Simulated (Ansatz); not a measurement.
# (SiC)1(MgO)3 [0001] superlattice, started as wurtzite: a soft mode frozen in

Aim: this structure of (SiC)1(MgO)3 [0001] superlattice, started as wurtzite is to be tested for unstable modes, and one is followed downhill.

Method: DFT PBEsol, scalar-relativistic, plane waves, PAW, in Ansatz 0.2.0.

The structure was built from a prototype and need not be the compound's stable phase.

### Step 1. Starting point

Symmetry: P3m1, No. 156, trigonal system. The conventional cell has a = 3.315 Å, b = 3.315 Å, c = 10.338 Å, α = 90.00°, β = 90.00°, γ = 120.00°. C has 1 Si at 1.70 Å and 3 Mg at 2.08 Å nearest. Nearest to Mg lie 1 O at 2.02 Å and 3 C at 2.08 Å. Nearest to Mg lie 4 O at 1.97 to 2.01 Å. Nearest to Mg lie 4 O at 1.97 to 2.09 Å. Nearest to O lie 4 Mg at 1.97 to 2.02 Å. Nearest to O lie 4 Mg at 1.97 to 2.01 Å. Farther neighbours and most contacts between anions are not listed.

### Step 2. Linear response at the zone centre

The cell comes from relaxations at this level that are not shown. The zone centre is the only wavevector solved here; it holds the modes that light can see, as far as symmetry allows. No field response is asked, since the mesh shows no gap.

Contents of input.yaml:

```yaml
crystal:
  lattice:
    - [3.3151963347, 0.0, 0.0]
    - [-1.6575981673, 2.8710442444, 0.0]
    - [0.0, 0.0, 10.3376472504]
  atoms:
    - { symbol: C, position: [0.3333333333, 0.6666666667, 0.1757132718] }
    - { symbol: Mg, position: [0.6666666667, 0.3333333333, 0.2549953568] }
    - { symbol: Mg, position: [0.3333333333, 0.6666666667, 0.495321953] }
    - { symbol: Mg, position: [0.6666666667, 0.3333333333, 0.7348127706] }
    - { symbol: O, position: [0.6666666667, 0.3333333333, 0.4508227608] }
    - { symbol: O, position: [0.3333333333, 0.6666666667, 0.6900257389] }
    - { symbol: O, position: [0.6666666667, 0.3333333333, 0.9369077861] }
    - { symbol: Si, position: [0.3333333333, 0.6666666667, 0.0114003619] }
kpoints:
  mp_grid: { grid: [12, 12, 4] }
hamiltonian:
  xc: pbesol
scf:
  occupations: { method: methfessel_paxton, width: 0.2 }
output:
  eigenvalues: true
phonons:
  method: dfpt
```

Launch:

```sh
> ansatz run input.yaml --threads 4 --pin off --max-ram 14336MiB --backend cpu --events-out ev --progress --plain --runs-dir out
```

Numbers of over 12 decimals in the logs are rounded to 6 here.

What it wrote:

```text
Engine: ansatz 0.2.0, x86_64-unknown-linux-gnu
Pseudopotentials: kind: paw
Pseudopotential: C, paw, valence charge 4, recommended cutoff 420 eV (normal), C.paw.azcp
Pseudopotential: Mg, paw, valence charge 10, recommended cutoff 420 eV (normal), Mg.paw.azcp
Pseudopotential: O, paw, valence charge 6, recommended cutoff 420 eV (normal), O.paw.azcp
Pseudopotential: Si, paw, valence charge 4, recommended cutoff 420 eV (normal), Si.paw.azcp
Functional definition: PBEsol
  exchange = pbesol_x
  correlation = pbesol_c
Crystal: 8 atoms, lattice volume = 98.395 Å³
Basis set: ecut = 420 eV, 1967 PW (Γ), exchange–correlation on 48×48×144 points (8 copies of the dense FFT grid, shifted against one another)
Bands: 36, of which v1, the nominal top of the filled ones, is band 28 counted from 1 (27 counted from 0)
Symmetry: 6 space group operations
k-points: 164 of 576 (irreducible under 2 space group operations, time reversal used)
Non-local potential: C, projectors of the file, l = 0: 2, l = 1: 2, l = 2: 1
Non-local potential: Mg, projectors of the file, l = 0: 3, l = 1: 2, l = 2: 1
Non-local potential: O, projectors of the file, l = 0: 2, l = 1: 2, l = 2: 1
Non-local potential: Si, projectors of the file, l = 0: 2, l = 1: 2, l = 2: 2
PAW form: soft (Blöchl's): semilocal exchange-correlation on the pseudo side does not see the compensation charge
PAW frozen core: C, regenerated for the run's functional, and the local potential with it (the file was generated under x = pbe(κ = 0.804, μ = 0.219515), c = pbe(β = 0.066725))
PAW frozen core: Mg, regenerated for the run's functional, and the local potential with it (the file was generated under x = pbe(κ = 0.804, μ = 0.219515), c = pbe(β = 0.066725))
PAW frozen core: O, regenerated for the run's functional, and the local potential with it (the file was generated under x = pbe(κ = 0.804, μ = 0.219515), c = pbe(β = 0.066725))
PAW frozen core: Si, regenerated for the run's functional, and the local potential with it (the file was generated under x = pbe(κ = 0.804, μ = 0.219515), c = pbe(β = 0.066725))
PAW one-centre angular grid: C, 110 points (default); XC on 64 Gauss nodes
PAW one-centre angular grid: Mg, 110 points (default); XC on 64 Gauss nodes
PAW one-centre angular grid: O, 110 points (default); XC on 64 Gauss nodes
PAW one-centre angular grid: Si, 110 points (default); XC on 64 Gauss nodes
Initial density: superposition of atomic densities (neutral atoms: chi_scale 0, normalization atom), corrected by the library's trained network
Initial wavefunctions: pseudopotential atomic-orbital guess
Functional: x = pbesol(κ = 0.804, μ = 0.123457), c = pbesol(β = 0.046)
SCF iter   1: F=—  HF=-8290.434079 eV  |F-HF|=—  |Δ(HF+E_count)|=         —  Δρ=1.49e-2  dr2=4.83e-1  ethr=1.77e-3  ⟨swp⟩=6.7  Hψ=26326  notcnv=0
preconditioner: auto → Kerker (q_TF=auto, 2.484 Å⁻¹)  [metal: Δε(μ)=0.078 eV  Ē_g=12.213 eV  σ=0.200 eV  W_gap=0.31  n_scr=26 (ndim 8)  ℏωp=21.2 eV  f_vac=0.007  D(μ)=1.65/eV (n_scr^D=4)]
SCF iter   2: F=—  HF=-8290.381822 eV  |F-HF|=—  |Δ(HF+E_count)|=   5.23e-2  S|Δr|=    0.00e0  Δρ=6.05e-3  dr2=1.79e-1  ethr=8.62e-4  ⟨swp⟩=1.0  Hψ=7216  notcnv=0
SCF iter   3: F=—  HF=-8290.361719 eV  |F-HF|=—  |Δ(HF+E_count)|=   2.01e-2  S|Δr|=    0.00e0  Δρ=1.97e-3  dr2=5.13e-2  ethr=3.19e-4  ⟨swp⟩=1.0  Hψ=5596  notcnv=0
SCF iter   4: F=—  HF=-8290.354171 eV  |F-HF|=—  |Δ(HF+E_count)|=   7.55e-3  S|Δr|=    0.00e0  Δρ=1.16e-3  dr2=2.06e-2  ethr=9.16e-5  ⟨swp⟩=1.0  Hψ=6459  notcnv=0  defer=37
SCF iter   5: F=—  HF=-8290.349706 eV  |F-HF|=—  |Δ(HF+E_count)|=   4.46e-3  S|Δr|=    0.00e0  Δρ=8.96e-4  dr2=6.50e-3  ethr=3.68e-5  ⟨swp⟩=1.0  Hψ=6317  notcnv=0  defer=101
SCF iter   6: F=—  HF=-8290.347942 eV  |F-HF|=—  |Δ(HF+E_count)|=   1.76e-3  S|Δr|=    0.00e0  Δρ=4.55e-4  dr2=1.54e-3  ethr=1.16e-5  ⟨swp⟩=2.6  Hψ=9815  notcnv=0  defer=108
SCF iter   7: F=—  HF=-8290.347594 eV  |F-HF|=—  |Δ(HF+E_count)|=   3.47e-4  S|Δr|=    0.00e0  Δρ=2.11e-4  dr2=2.60e-4  ethr=2.74e-6  ⟨swp⟩=2.2  Hψ=9656  notcnv=0  defer=108
SCF iter   8: F=—  HF=-8290.347548 eV  |F-HF|=—  |Δ(HF+E_count)|=   4.60e-5  S|Δr|=    0.00e0  Δρ=9.76e-5  dr2=5.65e-5  ethr=4.65e-7  ⟨swp⟩=2.0  Hψ=8063  notcnv=0  defer=175
SCF iter   9: F=—  HF=-8290.347545 eV  |F-HF|=—  |Δ(HF+E_count)|=   3.51e-6  S|Δr|=    0.00e0  Δρ=4.27e-5  dr2=1.74e-5  ethr=1.01e-7  ⟨swp⟩=1.0  Hψ=5649  notcnv=0  defer=187
SCF iter  10: F=—  HF=-8290.347542 eV  |F-HF|=—  |Δ(HF+E_count)|=   3.10e-6  S|Δr|=    0.00e0  Δρ=2.82e-5  dr2=4.81e-6  ethr=3.12e-8  ⟨swp⟩=2.4  Hψ=9641  notcnv=0  defer=191
SCF iter  11: F=—  HF=-8290.347541 eV  |F-HF|=—  |Δ(HF+E_count)|=   5.39e-7  S|Δr|=    0.00e0  Δρ=2.13e-5  dr2=1.34e-6  ethr=8.58e-9  ⟨swp⟩=2.7  Hψ=10530  notcnv=0  defer=221
SCF iter  12: F=—  HF=-8290.347541 eV  |F-HF|=—  |Δ(HF+E_count)|=   4.32e-7  S|Δr|=    0.00e0  Δρ=7.92e-6  dr2=1.82e-7  ethr=2.39e-9  ⟨swp⟩=2.6  Hψ=9285  notcnv=0  defer=221
SCF iter  13: F=—  HF=-8290.347541 eV  |F-HF|=—  |Δ(HF+E_count)|=   3.28e-9  S|Δr|=    0.00e0  Δρ=2.13e-6  dr2=6.44e-9  ethr=3.25e-10  ⟨swp⟩=2.0  Hψ=7157  notcnv=0  defer=224
SCF iter  14: F=—  HF=-8290.347541 eV  |F-HF|=—  |Δ(HF+E_count)|=   2.60e-9  S|Δr|=    0.00e0  Δρ=7.86e-7  dr2=9.89e-10  ethr=1.15e-11  ⟨swp⟩=2.0  Hψ=7788  notcnv=0  defer=224
SCF iter  15: F=—  HF=-8290.347541 eV  |F-HF|=—  |Δ(HF+E_count)|=  4.37e-11  S|Δr|=    0.00e0  Δρ=3.89e-7  dr2=2.31e-10  ethr=1.77e-12  ⟨swp⟩=2.0  Hψ=7594  notcnv=0  defer=224
SCF iter  16: F=—  HF=-8290.347541 eV  |F-HF|=—  |Δ(HF+E_count)|=  1.27e-11  S|Δr|=    0.00e0  Δρ=1.29e-7  dr2=6.73e-11  ethr=1.00e-12  ⟨swp⟩=2.0  Hψ=5734  notcnv=0  defer=224
SCF iter  17: F=—  HF=-8290.347541 eV  |F-HF|=—  |Δ(HF+E_count)|=  9.09e-12  S|Δr|=    0.00e0  Δρ=4.23e-8  dr2=1.70e-11  ethr=1.00e-12  ⟨swp⟩=1.0  Hψ=5556  notcnv=0  defer=224
SCF iter  18: F=-8290.347541 eV  HF=-8290.347541 eV  |F-HF|=3.64e-12  |Δ(HF+E_count)|=  1.82e-12  S|Δr|=    0.00e0  Δρ=2.23e-8  dr2=4.35e-12  ethr=1.00e-12  ⟨swp⟩=11.4  Hψ=28451  notcnv=0
SCF 1 converged in 18 iterations: F = -8290.347541 eV  dr2 = 4.35e-12
  greatest PAW one-centre occupation: 1.000 electrons in one spin orbital (limit 2), on the Mg atom at site 1 (counted from 0), in its partial waves of l = 0
DFPT response loops at Γ: preconditioner auto → Kerker (q_TF=auto, 2.484 Å⁻¹) (partly filled bands, converged f_vac=0.008); β = 1.00, the filter's whole step (`scf.mixing.beta` (0.50) is not read by the response loops under this deck's `scf.mixing.preconditioner`; to damp them name `kerker` or `kerker_dos`, under which they read `scf.mixing.beta`, and type it under 1.00, their step now; both keys bind the ground state too); Broyden in place of MSR1
SCF converged after 18 iterations
Stability not checked: this state was not tested for a lower state beside it, because cold or Methfessel-Paxton smearing, or corrected tetrahedra, fill the levels in a way that the test cannot read (fill_not_monotonic; see scf.lower_state_search)
Free energy (F): -8290.347541 eV
Harris-Foulkes:  -8290.347541 eV  (|F-HF|=3.64e-12)
Internal energy: -8290.347630 eV  (E = F + TS)
E sigma→0 (E₀):  -8290.347563 eV
Entropy (-TS):   0.000090 eV (0.011 meV/atom)
Fermi energy:    7.746998 eV
Step filling:    the computed levels leave a gap of 0.0000 eV = 0.0 smearing widths at the electron count; against every level under it full and every level over it empty, smearing changes F+E_penalty+E_count by -4.220 meV and its σ→0 estimate by -4.242 meV
--- Per-component energies (eV) ---
  E_band       = -1001.099211
  E_kinetic    = 886.033524
  E_local      = -6492.293584  (includes V_loc(G=0)·N_el)
  E_nonlocal   = 484.129101
  E_hartree    = 2406.684762
  E_xc         = -410.421226
  E_vxc        = -502.852496  (∫ρ·V_xc dr)
  E_paw        = -1890.960369  (= ΣΔE_a)
  E_vpaw       = -189.492626  (= ΣTr[D̂ρ^β])
  E_aug_tail   = 0.007277  (compensation charges beyond the density's cutoff)
  E_ewald      = -3273.862228
  E_core_change = 0.335112  (= ΣΔE_core)
  E_smearing   = 0.000090  (= −TS)
  E_closure    = -0.000000  (closes the sum)
  Σ components = -8290.347541   (vs F -8290.347541, Δ=0.00e0)
--- Band table (eV; the first three rows and the last of 164) ---
  k-point 0: bands = [... 24 lower, 4.2234, 4.7059, 5.8316, 8.1241, 8.1241, 9.3957, 11.0597, 12.9499, ... 4 higher]
  k-point 1: bands = [... 24 lower, 4.2236, 4.3458, 6.0642, 8.1242, 8.1242, 9.2485, 11.2238, 12.9496, ... 4 higher]
  k-point 2: bands = [... 24 lower, 4.2237, 4.2237, 6.2499, 8.1243, 8.1243, 9.1108, 11.3844, 12.9493, ... 4 higher]
  k-point 163: bands = [... 24 lower, 3.9062, 4.7928, 5.1972, 6.3175, 9.3810, 10.3223, 11.9197, 12.4113, ... 4 higher]
--- Phonons (Γ-DFPT): 16 representative perturbations + reference, on 164 of 576 k-points (Σ response iterations 48) ---
  k mesh reduced under 2 symmetry operations, with k and −k counted as one. Each operation leaves every solved perturbation unchanged. A smaller set is not used because it would not reduce the number of displacements times k-points to solve
  ASR residual: 2.228e-4 → 0.000e0 eV/Å²; symmetrization residual: 1.126e-5 eV/Å²
  ASR residual per site (eV/Å²): 1.25e-5 6.73e-5 8.88e-5 2.23e-4 5.85e-5 6.26e-5 1.08e-5 4.51e-5
  Γ frequencies (cm⁻¹): -307.15 -307.15 0.00 0.00 0.00 112.15 112.15 130.90 130.90 178.10 178.10 225.22 271.08 384.64 446.50 506.87 530.27 530.27 532.95 532.95 545.31 545.31 558.54 1009.44
  non-analytic LO–TO correction: not included (Born effective charges unavailable; polar crystals: no LO–TO splitting at Γ)
```

It took 2.4 min on 4 threads of Intel Xeon Platinum 8488C (Sapphire Rapids), shared host; peak memory 1.9 GiB.

In the SCF lines HF is the Harris–Foulkes energy and dr2 the Hartree energy of the density residual, in eV; the loop may stop once dr2 is under the threshold and the program's other checks hold. Hψ counts applications of the Hamiltonian.

Numbers from this step:

```yaml
volume_per_atom: 12.30 Å³
gap_on_the_k_mesh: 0 eV
sum_rule_residual_before_enforcement: 2.23e-4 eV/Å²
point_group: 3m
highest_optical_mode_at_the_zone_centre_no_lo_to_term: 1009 cm⁻¹
lowest_optical_zone_centre_mode: -307.1 cm⁻¹
```

Patterns of degenerate modes are one choice out of their space. The modes at Γ (shares of kinetic energy by element, %) (negative means imaginary):

```
mode  frequency (cm⁻¹)  symmetry  C %  Mg %  O %  Si %
   1            -307.1         E    0     0   65    34
   2            -307.1         E    0     0   65    34
   3               0.0  acoustic    7    45   30    17
   4               0.0  acoustic    7    45   30    17
   5               0.0  acoustic    7    45   30    17
   6             112.2         E    0    23   38    39
   7             112.2         E    0    23   38    39
   8             130.9         E   17    62   15     6
   9             130.9         E   17    62   15     6
  10             178.1         E    7    61   29     3
  11             178.1         E    7    61   29     3
  12             225.2        A1   12    40   16    32
  13             271.1        A1    0    64   34     2
  14             384.6        A1    1    70   23     7
  15             446.5        A1    2    29   54    15
  16             506.9        A1    1    21   76     2
  17             530.3         E    0    37   63     0
  18             530.3         E    0    37   63     0
  19             533.0         E    2    39   60     0
  20             533.0         E    2    39   60     0
  21             545.3         E   66    32    2     0
  22             545.3         E   66    32    2     0
  23             558.5        A1    0    29   68     3
  24            1009.4        A1   76     1    0    22
```

Displacements in mode 1 (-307.1 cm⁻¹), the largest set to 1:
```
C1  -0.10  0.00  0.00
Mg2 -0.05  0.00  0.00
Mg3  0.00  0.00  0.00
Mg4  0.05  0.00  0.00
O5   0.00  0.00  0.00
O6   0.04  0.00  0.00
O7   1.00  0.00  0.00
Si8 -0.55  0.00  0.00
```

Displacements in mode 7 (112.2 cm⁻¹), the largest set to 1:
```
C1   0.08  0.00  0.00
Mg2  0.02  0.00  0.00
Mg3 -0.65  0.00  0.00
Mg4 -0.46  0.00  0.00
O5  -0.62  0.00  0.00
O6  -0.48  0.00  0.00
O7   1.00  0.00  0.00
Si8  0.97  0.00  0.00
```

Before it was imposed, the acoustic sum rule was missed by 2.2e-4 eV/Å². Small misses are needed for a sound result but don't prove that mesh and cutoff are converged. The lowest optical mode is imaginary, 307.1i cm⁻¹, so the energy falls along it.

### Step 3. The mode frozen in, largest atomic shift 0 Å

The mode followed lies at Γ with frequency 307.2i cm⁻¹ and is 2-fold degenerate, the softest among the wavevectors solved. At small amplitude the distorted cell has space group no. 1 by a symmetry search on the positions. The undistorted cell that holds it gives the zero of energy on the same k mesh.

input.yaml, as its differences from that of step 2:

```diff
@@ -21,4 +21,4 @@
 output:
+  forces: true
+  stress: true
   eigenvalues: true
-phonons:
-  method: dfpt
```

What it wrote:

```text
[...]
Crystal: 8 atoms, lattice volume = 98.395 Å³
Basis set: ecut = 420 eV, 1967 PW (Γ), exchange–correlation on 48×48×144 points (8 copies of the dense FFT grid, shifted against one another)
Bands: 36, of which v1, the nominal top of the filled ones, is band 28 counted from 1 (27 counted from 0)
Symmetry: 6 space group operations
[...]
k-points: 69 of 576 (time reversal used)
[...]
k-point 0: bands = [... 24 lower, 4.2234, 4.7059, 5.8315, 8.1241, 8.1241, 9.3957, 11.0597, 12.9499, ... 4 higher]
  k-point 1: bands = [... 24 lower, 4.2236, 4.3458, 6.0642, 8.1242, 8.1242, 9.2485, 11.2238, 12.9496, ... 4 higher]
  k-point 2: bands = [... 24 lower, 4.2238, 4.2238, 6.2499, 8.1243, 8.1243, 9.1108, 11.3844, 12.9492, ... 4 higher]
  k-point 68: bands = [... 24 lower, 3.9061, 4.9143, 5.1021, 5.6323, 9.9228, 10.5197, 12.3669, 12.3895, ... 4 higher]
[key lines of the parts left out:]
SCF converged after 13 iterations
Free energy (F): -8290.347541 eV
Fermi energy:    7.746969 eV
P = ⅓ Tr σ = 0.0002 GPa (0.002 kbar)
```

Run time: 4.3 s. Hardware: 4 threads; peak memory 0.54 GiB.

This step gave:

| Quantity | Value |
| --- | --- |
| pressure | 2.43e-4 GPa |
| energy from the undistorted cell | 0 meV/atom |

The run ends at a pressure of 0.00 GPa, with forces up to 5.0e-4 eV/Å.

### Step 4. The mode frozen in, largest atomic shift 0.32 Å

The atoms are moved along the unstable eigenvector, the largest shift by 0.32 Å, with the cell fixed.

input.yaml, the sections that differ from step 3:

```yaml
crystal:
  lattice:
    - [3.3151963347, 0.0, 0.0]
    - [-1.6575981673, 2.8710442444, 0.0]
    - [0.0, 0.0, 10.3376472504]
  atoms:
    - { symbol: C, position: [0.3428721204, 0.6669654155, 0.1757132718] }
    - { symbol: Mg, position: [0.6713557117, 0.3334801913, 0.2549953568] }
    - { symbol: Mg, position: [0.3329185283, 0.6666536752, 0.495321953] }
    - { symbol: Mg, position: [0.6621876429, 0.3331930531, 0.7348127706] }
    - { symbol: O, position: [0.6666408386, 0.3333325244, 0.4508227608] }
    - { symbol: O, position: [0.329756991, 0.6665546579, 0.6900257389] }
    - { symbol: O, position: [0.5686430679, 0.3302632952, 0.9369077861] }
    - { symbol: Si, position: [0.3873236334, 0.6683576093, 0.0114003619] }
# kpoints, hamiltonian, scf, output: as in step 3
```

What it wrote:

```text
[...]
Crystal: 8 atoms, lattice volume = 98.395 Å³
Basis set: ecut = 420 eV, 1967 PW (Γ), exchange–correlation on 48×48×144 points (8 copies of the dense FFT grid, shifted against one another)
Bands: 36, of which v1, the nominal top of the filled ones, is band 28 counted from 1 (27 counted from 0)
Symmetry: 1 space group operations
[...]
k-points: 292 of 576 (time reversal used)
[...]
k-point 0: bands = [... 24 lower, 4.1568, 4.6131, 5.9960, 7.9999, 8.1867, 9.3454, 10.9847, 12.5597, ... 4 higher]
  k-point 1: bands = [... 24 lower, 4.1569, 4.2908, 6.1945, 8.0012, 8.1926, 9.1887, 11.1499, 12.5598, ... 4 higher]
  k-point 2: bands = [... 24 lower, 4.1542, 4.1571, 6.3640, 8.0028, 8.2008, 9.0395, 11.3104, 12.5599, ... 4 higher]
  k-point 291: bands = [... 24 lower, 3.9442, 4.5635, 4.6862, 7.2638, 9.0019, 10.7362, 11.6669, 11.9858, ... 4 higher]
[key lines of the parts left out:]
SCF converged after 13 iterations
Free energy (F): -8290.537214 eV
Fermi energy:    7.777702 eV
P = ⅓ Tr σ = 2.0793 GPa (20.793 kbar)
```

Elapsed: 17 s, on 4 threads; peak memory 0.99 GiB.

Numbers from this step:

- pressure: 2.079 GPa
- energy from the undistorted cell: -23.75 meV/atom

The energy, extrapolated to zero smearing, is -23.75 meV/atom against the undistorted cell.

The run ends at a pressure of 2.08 GPa, with forces up to 0.98 eV/Å.

### Step 5. Energy along the mode, all amplitudes (two of the runs are shown above)

An imaginary frequency means negative curvature, so the energy should fall and then rise again as anharmonic terms take over.

This step gave:

| Quantity | Value |
| --- | --- |
| depth at the lowest point sampled | 23.75 meV/atom |
| largest atomic shift at that point | 0.32 Å |

Energy from the parent against largest shift of an atom, one sign:

```
largest shift of an atom, one sign (Å)  energy from the parent (meV/atom)
                                 0.000                                  0
                                 0.040                             -0.863
                                 0.080                              -3.30
                                 0.140                              -9.08
                                 0.220                              -18.0
                                 0.320                              -23.8
                                 0.450                              -3.99
                                 0.600                               88.3
```

Displacement at unit largest shift by atom:

```
atom  x (Å)  y (Å)  z (Å)  size
  C1   0.10   0.00   0.00  0.10
 Mg2   0.05   0.00   0.00  0.05
 Mg3   0.00   0.00   0.00  0.00
 Mg4  -0.05   0.00   0.00  0.05
  O5   0.00   0.00   0.00  0.00
  O6  -0.04   0.00   0.00  0.04
  O7  -1.00  -0.03   0.00  1.00
 Si8   0.55   0.01   0.00  0.55
```

The lowest of the steps tried is at 0.32 Å, 23.8 meV/atom below the parent; the bottom of the well need not coincide with a step.

[end of part 1 of 3]

[Logs are printed without paths, hosts, clocks, repeated set-up lines and the standing remarks that a program may print on its own settings, such as how far it seeks lower states.]

[Hosts, paths, dates, database ids (printed as entryN), source tags and the programs' standing remarks are cut or masked in the printed files.]
